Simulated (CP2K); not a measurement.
Consider anisole at its PBE geometry (Å).

```xyz
16

C    -2.6854    0.1466   -0.2116
O    -1.6066   -0.5871   -0.8025
C    -0.3389   -0.3032   -0.3459
C     0.7019   -1.0412   -0.9336
C     2.0189   -0.8185   -0.5383
C     2.3195    0.1366    0.4415
C     1.2811    0.8647    1.0224
C    -0.0491    0.6537    0.6379
H    -3.5973   -0.2223   -0.6934
H    -2.7439   -0.0338    0.8731
H    -2.5832    1.2277   -0.3963
H     0.4561   -1.7819   -1.6937
H     2.8195   -1.3970   -1.0000
H     3.3509    0.3102    0.7461
H     1.4966    1.6112    1.7873
H    -0.8400    1.2343    1.1070
```

Method: CP2K XAS_TDP, all-electron GAPW, PBEh(45%), aug-cc-pVDZ, TDA, no relativity.

Where do the C K-edge lines lie, and how strong are they?

Leading lines: C1 285.11 eV, C3 283.19 eV, C4 281.43 eV, C5 281.44 eV and C6 281.64 eV. The leading line of an atom is its first one with 35 % of the strongest within 2.5 eV of its lowest line over the strength cut. 

The first six lines of each atom with a strength over 0.0015:

| atom | energy (eV) | states | strength, one atom |
| --- | --- | --- | --- |
| C1 (bonded to O and 3 H) | 285.11 | 1 | 0.0326 |
|  | 285.32 | 1 | 0.0054 |
|  | 285.76 | 1 | 0.0166 |
|  | 286.01 | 1 | 0.0241 |
|  | 286.31 | 1 | 0.0071 |
|  | 286.81 | 1 | 0.0021 |
| C3 (bonded to 2 C and O) | 283.19 | 1 | 0.0617 |
|  | 286.46 | 1 | 0.0183 |
|  | 287.08 | 1 | 0.0024 |
|  | 288.22 | 1 | 0.0019 |
|  | 288.57 | 1 | 0.0052 |
|  | 288.71 | 1 | 0.0098 |
| C4 (bonded to 2 C and H) | 281.43 | 1 | 0.0481 |
|  | 284.28 | 1 | 0.0094 |
|  | 284.98 | 1 | 0.0024 |
|  | 285.43 | 1 | 0.0020 |
|  | 286.29 | 1 | 0.0031 |
|  | 286.36 | 1 | 0.0017 |
| C5 (bonded to 2 C and H) | 281.44 | 1 | 0.0534 |
|  | 284.28 | 1 | 0.0106 |
|  | 285.23 | 1 | 0.0019 |
|  | 285.89 | 1 | 0.0020 |
|  | 286.40 | 1 | 0.0022 |
|  | 286.78 | 1 | 0.0044 |
| C6 (bonded to 2 C and H) | 281.64 | 1 | 0.0510 |
|  | 284.03 | 1 | 0.0099 |
|  | 286.14 | 1 | 0.0029 |
|  | 286.33 | 1 | 0.0023 |
|  | 286.89 | 1 | 0.0034 |
|  | 287.42 | 1 | 0.0042 |

Lines are vertical, at one geometry, with no vibrational structure. Without a correction of the core level, line positions, and the gaps between valence and Rydberg lines, follow the share of exact exchange. At this level such K lines come out 3 to 6 eV under measured ones. Atoms with the same bonds but other surroundings in this conformer are left out. These values hold no scalar relativity, about 0.1 eV for C 1s. Rydberg lines, and the discretised continuum above threshold, depend on the basis and the box.

[Banner, clock and machine lines of the logs are left out without a mark of their own.]

[Logs are printed without paths, hosts, clocks, repeated set-up lines and the standing remarks that a program may print on its own settings, such as how far it seeks lower states.]

[Hosts, paths, dates, database ids (printed as entryN), source tags and the programs' standing remarks are cut or masked in the printed files.]
